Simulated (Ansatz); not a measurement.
# Ru(0001) film, 1 layer, flat: channels in plane against thickness

Wanted: in-plane conductance by layer count, from Ru(0001) film, 1 layer, flat.

Main program and level: Ansatz 0.2.0; Ansatz plane-wave DFT, PBE, PAW files; ballistic transport by layer matching (Landauer), zero bias; PAW set soft_1.

This is a report of a sequence of runs, with most program output left out.

## 1. The structure

The cell holds 2 atoms: 2 Ru. Cell: a = 11.000 Å, b = 2.706 Å, c = 4.687 Å, α = 90.0°, β = 90.0°, γ = 90.0°. It derives from Ru. Vacuum lies along a. The structure's axis is c.

## 2. With 1 layer

Vacuum lies along the first vector, which takes one k-point, and the current runs in the film's plane. One period is a perfect wire, so its channels are the result. Energies from -0.27 to 0.27 eV in steps of 0.036 eV cover the slope of the Fermi function at 300 K, so the program can form a conductance.

The input, input.yaml:

```yaml
crystal:
  lattice:
    - [11.0, 0.0, 0.0]
    - [0.0, 2.7058, 0.0]
    - [0.0, 0.0, 4.6865830751]
  atoms:
    - { symbol: Ru, position: [0.4090909091, 0.0, 0.0] }
    - { symbol: Ru, position: [0.4090909091, 0.5, 0.5] }
kpoints:
  mp_grid: { grid: [1, 15, 9] }
hamiltonian:
  xc: pbe
  pseudopotentials: { kind: paw, azcp: { folder: soft_1 } }
scf:
  occupations: { method: fermi_dirac, width: 0.1 }
output:
  transmission:
    leads: [[0, 0]]
    kmesh: [1, 34]
    e_range: [-0.27, 0.27]
    de: 0.036
```

The run is started by

```
> ansatz run input.yaml --threads 8 --pin off --max-ram 15360MiB --backend cpu --events-out ev --progress --plain --runs-dir out
```

Wall time 3.5 min (8 threads of Intel Xeon at 2.70GHz, shared host); peak memory 1.3 GiB; 18 min of CPU time.

Numbers from this step:

```
free energy                                : -11752.4223 eV
energy at zero smearing                    : -11752.2958 eV
Fermi energy                               : 0.05788 eV
cell area                                  : 29.76 Å²
estimated errors of the lead's conductance : 0, 6.8, 1.1 % (band edges, k-mesh, distance from neutral)
lead conductance per cell                  : 3.389 G₀
```

Per spin. Table of open channels, zone mean, lead by energy, zero at the Fermi level:

| energy (eV) | open channels, zone mean, lead |
| --- | --- |
| -0.270 | 3.41 |
| -0.234 | 3.41 |
| -0.198 | 3.35 |
| -0.162 | 3.47 |
| -0.126 | 3.53 |
| -0.090 | 3.53 |
| -0.054 | 3.41 |
| -0.018 | 3.47 |
| 0.018 | 3.47 |
| 0.054 | 2.79 |
| 0.090 | 3.38 |
| 0.126 | 3.15 |
| 0.162 | 3.09 |
| 0.198 | 3.12 |
| 0.234 | 2.82 |
| 0.270 | 2.76 |

The program's largest error estimate for it is 6.8 %, from the k-mesh.

## 3. With 2 layers, thickness 4.282 A

The film grows to 2 layers.

System of this step: Ru(0001) film, 2 layers, flat. The cell holds 4 atoms: 4 Ru. Cell: a = 13.141 Å, b = 2.706 Å, c = 4.687 Å, α = 90.0°, β = 90.0°, γ = 90.0°. It derives from Ru. Vacuum lies along a. The structure's axis is c.

input.yaml, the sections that differ from step 2:

```yaml
crystal:
  lattice:
    - [13.14095, 0.0, 0.0]
    - [0.0, 2.7058, 0.0]
    - [0.0, 0.0, 4.6865830751]
  atoms:
    - { symbol: Ru, position: [0.3424409955, 0.0, 0.0] }
    - { symbol: Ru, position: [0.3424409955, 0.5, 0.5] }
    - { symbol: Ru, position: [0.5053630065, 0.0, 0.3333333333] }
    - { symbol: Ru, position: [0.5053630065, 0.5, 0.8333333333] }
# kpoints, hamiltonian, scf, output: as in step 2
```

Run time: 7 min. Hardware: 8 threads; peak memory 1.9 GiB; 37 min of CPU time.

Numbers from this step:

| Quantity | Value |
| --- | --- |
| free energy | -23510.8011 eV |
| energy at zero smearing | -23510.6857 eV |
| Fermi energy | 4.272 eV |
| cell area | 35.56 Å² |
| estimated errors of the lead's conductance | 0, 8.7, 0.3 % (band edges, k-mesh, distance from neutral) |
| lead conductance per cell | 3.369 G₀ |

Per spin. Table of open channels, zone mean, lead by energy, zero at the Fermi level:

| energy (eV) | open channels, zone mean, lead |
| --- | --- |
| -0.270 | 2.24 |
| -0.234 | 2.53 |
| -0.198 | 2.82 |
| -0.162 | 2.88 |
| -0.126 | 2.76 |
| -0.090 | 3.12 |
| -0.054 | 3.47 |
| -0.018 | 3.53 |
| 0.018 | 3.35 |
| 0.054 | 3 |
| 0.090 | 2.76 |
| 0.126 | 2.62 |
| 0.162 | 3.03 |
| 0.198 | 3.5 |
| 0.234 | 3.32 |
| 0.270 | 3.5 |

The lead conductance per cell is 3.37 G₀, 0.57 % under the 3.39 G₀ of the last finished run, within the error estimates, leads' steps apart, of 6.8 and 8.7 %.

## 4. With 3 layers, thickness 6.423 A

The film grows to 3 layers.

System of this step: Ru(0001) film, 3 layers, flat. The cell holds 6 atoms: 6 Ru. Its edges and angles: a = 15.282 Å, b = 2.706 Å, c = 4.687 Å, α = 90.0°, β = 90.0°, γ = 90.0°. It derives from Ru. Vacuum lies along a. The structure's axis is c.

input.yaml, the sections that differ from step 3:

```yaml
crystal:
  lattice:
    - [15.2819, 0.0, 0.0]
    - [0.0, 2.7058, 0.0]
    - [0.0, 0.0, 4.6865830751]
  atoms:
    - { symbol: Ru, position: [0.2944660023, 0.0, 0.0] }
    - { symbol: Ru, position: [0.2944660023, 0.5, 0.5] }
    - { symbol: Ru, position: [0.4345631106, 0.0, 0.3333333333] }
    - { symbol: Ru, position: [0.4345631106, 0.5, 0.8333333333] }
    - { symbol: Ru, position: [0.574660219, 0.0, 0.0] }
    - { symbol: Ru, position: [0.574660219, 0.5, 0.5] }
# kpoints, hamiltonian, scf, output: as in step 3
```

Wall time 8.9 min (8 threads); peak memory 2.6 GiB; 45 min of CPU time.

This step gave:

```
free energy                                : -35268.3879 eV
energy at zero smearing                    : -35268.2854 eV
Fermi energy                               : 7.019 eV
cell area                                  : 41.35 Å²
estimated errors of the lead's conductance : 0, 8, 0 % (band edges, k-mesh, distance from neutral)
lead conductance per cell                  : 3.654 G₀
```

Per spin. The open channels, zone mean, lead by energy, zero at the Fermi level:

| energy (eV) | open channels, zone mean, lead |
| --- | --- |
| -0.270 | 3.26 |
| -0.234 | 3.32 |
| -0.198 | 3.38 |
| -0.162 | 3.32 |
| -0.126 | 3.15 |
| -0.090 | 3.79 |
| -0.054 | 3.68 |
| -0.018 | 3.65 |
| 0.018 | 3.65 |
| 0.054 | 3.76 |
| 0.090 | 3.65 |
| 0.126 | 3.82 |
| 0.162 | 3.76 |
| 0.198 | 3.88 |
| 0.234 | 3.82 |
| 0.270 | 3.82 |

The lead conductance per cell is 3.65 G₀, 8.4 % over the 3.37 G₀ of the last finished run, within the error estimates, leads' steps apart, of 8.7 and 8 %.

## 5. With 4 layers, thickness 8.564 A

The film grows to 4 layers.

System of this step: Ru(0001) film, 4 layers, flat. The cell holds 8 atoms: 8 Ru. Its edges and angles: a = 17.423 Å, b = 2.706 Å, c = 4.687 Å, α = 90.0°, β = 90.0°, γ = 90.0°. It derives from Ru. Vacuum lies along a. The structure's axis is c.

input.yaml, the sections that differ from step 4:

```yaml
crystal:
  lattice:
    - [17.42285, 0.0, 0.0]
    - [0.0, 2.7058, 0.0]
    - [0.0, 0.0, 4.6865830751]
  atoms:
    - { symbol: Ru, position: [0.2582815096, 0.0, 0.0] }
    - { symbol: Ru, position: [0.2582815096, 0.5, 0.5] }
    - { symbol: Ru, position: [0.3811632425, 0.0, 0.3333333333] }
    - { symbol: Ru, position: [0.3811632425, 0.5, 0.8333333333] }
    - { symbol: Ru, position: [0.5040449754, 0.0, 0.0] }
    - { symbol: Ru, position: [0.5040449754, 0.5, 0.5] }
    - { symbol: Ru, position: [0.6269267083, 0.0, 0.3333333333] }
    - { symbol: Ru, position: [0.6269267083, 0.5, 0.8333333333] }
# kpoints, hamiltonian, scf, output: as in step 4
```

Run time: 13 min. Hardware: 8 threads; peak memory 3.4 GiB.

Numbers from this step:

```yaml
free_energy: -47025.7662 eV
energy_at_zero_smearing: -47025.6048 eV
fermi_energy: 8.963 eV
cell_area: 47.14 Å²
estimated_errors_of_the_lead_s_conductance: 0, 9.4, 0.5 % (band edges, k-mesh, distance from neutral)
lead_conductance_per_cell: 5.305 G₀
```

Per spin. Table of open channels, zone mean, lead by energy, zero at the Fermi level:

| energy (eV) | open channels, zone mean, lead |
| --- | --- |
| -0.270 | 5.68 |
| -0.234 | 5.56 |
| -0.198 | 5.68 |
| -0.162 | 5.62 |
| -0.126 | 5.68 |
| -0.090 | 5.32 |
| -0.054 | 5.15 |
| -0.018 | 5.21 |
| 0.018 | 5.38 |
| 0.054 | 5.38 |
| 0.090 | 5.44 |
| 0.126 | 5.82 |
| 0.162 | 5.56 |
| 0.198 | 5 |
| 0.234 | 4.59 |
| 0.270 | 4.76 |

The lead conductance per cell is 5.31 G₀, 45 % over the 3.65 G₀ of the last finished run.

## 6. With 5 layers, thickness 10.705 A

The film grows to 5 layers.

System of this step: Ru(0001) film, 5 layers, flat. The cell holds 10 atoms: 10 Ru. Cell: a = 19.564 Å, b = 2.706 Å, c = 4.687 Å, α = 90.0°, β = 90.0°, γ = 90.0°. It derives from Ru. Vacuum lies along a. The structure's axis is c.

input.yaml, the sections that differ from step 5:

```yaml
crystal:
  lattice:
    - [19.5638, 0.0, 0.0]
    - [0.0, 2.7058, 0.0]
    - [0.0, 0.0, 4.6865830751]
  atoms:
    - { symbol: Ru, position: [0.2300166634, 0.0, 0.0] }
    - { symbol: Ru, position: [0.2300166634, 0.5, 0.5] }
    - { symbol: Ru, position: [0.3394509247, 0.0, 0.3333333333] }
    - { symbol: Ru, position: [0.3394509247, 0.5, 0.8333333333] }
    - { symbol: Ru, position: [0.4488851859, 0.0, 0.0] }
    - { symbol: Ru, position: [0.4488851859, 0.5, 0.5] }
    - { symbol: Ru, position: [0.5583194471, 0.0, 0.3333333333] }
    - { symbol: Ru, position: [0.5583194471, 0.5, 0.8333333333] }
    - { symbol: Ru, position: [0.6677537084, 0.0, 0.0] }
    - { symbol: Ru, position: [0.6677537084, 0.5, 0.5] }
# kpoints, hamiltonian, scf, output: as in step 5
```

The job ended after 19 min (8 threads; peak memory 4.2 GiB).

This step gave:

| Property | Result |
| --- | --- |
| free energy | -58783.2502 eV |
| energy at zero smearing | -58783.0608 eV |
| Fermi energy | 10.56 eV |
| cell area | 52.94 Å² |
| estimated errors of the lead's conductance | 0, 6.7, 0 % (band edges, k-mesh, distance from neutral) |
| lead conductance per cell | 6.582 G₀ |

Per spin. Open channels, zone mean, lead against energy, zero at the Fermi level:

| energy (eV) | open channels, zone mean, lead |
| --- | --- |
| -0.270 | 6.38 |
| -0.234 | 6.85 |
| -0.198 | 6.74 |
| -0.162 | 6.44 |
| -0.126 | 6.62 |
| -0.090 | 6.85 |
| -0.054 | 6.74 |
| -0.018 | 6.5 |
| 0.018 | 6.5 |
| 0.054 | 6.62 |
| 0.090 | 6.91 |
| 0.126 | 6.85 |
| 0.162 | 6.85 |
| 0.198 | 6.85 |
| 0.234 | 6.79 |
| 0.270 | 6.62 |

The lead conductance per cell is 6.58 G₀, 24 % over the 5.31 G₀ of the last finished run.

## 7. All levels side by side

Times are for 8 threads of Intel Xeon at 2.70GHz, shared host. Results by setting:

| no. | layers | lead conductance per cell (G₀) | time | memory (GiB) |
| --- | --- | --- | --- | --- |
| 1 | 1 | 3.389 | 3.5 min | 1.3 |
| 2 | 2 | 3.369 | 7 min | 1.9 |
| 3 | 3 | 3.654 | 8.9 min | 2.6 |
| 4 | 4 | 5.305 | 13 min | 3.4 |
| 5 | 5 | 6.582 | 19 min | 4.2 |

The runs together. Open channels, zone mean against energy, zero at the Fermi level:

| energy (eV) | 1 | 2 | 3 | 4 | 5 |
| --- | --- | --- | --- | --- | --- |
| -0.270 | 3.41 | 2.24 | 3.26 | 5.68 | 6.38 |
| -0.234 | 3.41 | 2.53 | 3.32 | 5.56 | 6.85 |
| -0.198 | 3.35 | 2.82 | 3.38 | 5.68 | 6.74 |
| -0.162 | 3.47 | 2.88 | 3.32 | 5.62 | 6.44 |
| -0.126 | 3.53 | 2.76 | 3.15 | 5.68 | 6.62 |
| -0.090 | 3.53 | 3.12 | 3.79 | 5.32 | 6.85 |
| -0.054 | 3.41 | 3.47 | 3.68 | 5.15 | 6.74 |
| -0.018 | 3.47 | 3.53 | 3.65 | 5.21 | 6.5 |
| 0.018 | 3.47 | 3.35 | 3.65 | 5.38 | 6.5 |
| 0.054 | 2.79 | 3 | 3.76 | 5.38 | 6.62 |
| 0.090 | 3.38 | 2.76 | 3.65 | 5.44 | 6.91 |
| 0.126 | 3.15 | 2.62 | 3.82 | 5.82 | 6.85 |
| 0.162 | 3.09 | 3.03 | 3.76 | 5.56 | 6.85 |
| 0.198 | 3.12 | 3.5 | 3.88 | 5 | 6.85 |
| 0.234 | 2.82 | 3.32 | 3.82 | 4.59 | 6.79 |
| 0.270 | 2.76 | 3.5 | 3.82 | 4.76 | 6.62 |

## 8. Outcome

```yaml
conductance_per_cell_1_layer: 3.39 G₀
conductance_per_cell_2_layers: 3.37 G₀
conductance_per_cell_3_layers: 3.65 G₀
conductance_per_cell_4_layers: 5.31 G₀
conductance_per_cell_5_layers: 6.58 G₀
```

In words: The conductance per cell width goes from 3.39 G0 at 1 to 6.58 G0 at 5 layers. Over the film's own cross-section (layers × spacing × width) the conductance runs from 4.5 to 1.8×10¹⁵ S/m²; that nominal section leaves out the charge that spills into the vacuum, which flatters the thinnest films. The gains from one thickness to the next are -0.019, 0.28, 1.7 and 1.3 G0 per added layer; they differ by more than the error estimates allow, as expected where subbands cross the Fermi level in steps. The film repeats perfectly along the current, so nothing scatters; its faces are clean and not relaxed. Very thin films of this metal can turn magnetic, which an unpolarised run can't show. The program's error estimates for the conductances, leads' steps apart, run from 6.7 to 9.4 %.

[Logs are printed without paths, hosts, clocks, repeated set-up lines and the standing remarks that a program may print on its own settings, such as how far it seeks lower states.]

[Hosts, paths, dates, database ids (printed as entryN), source tags and the programs' standing remarks are cut or masked in the printed files.]
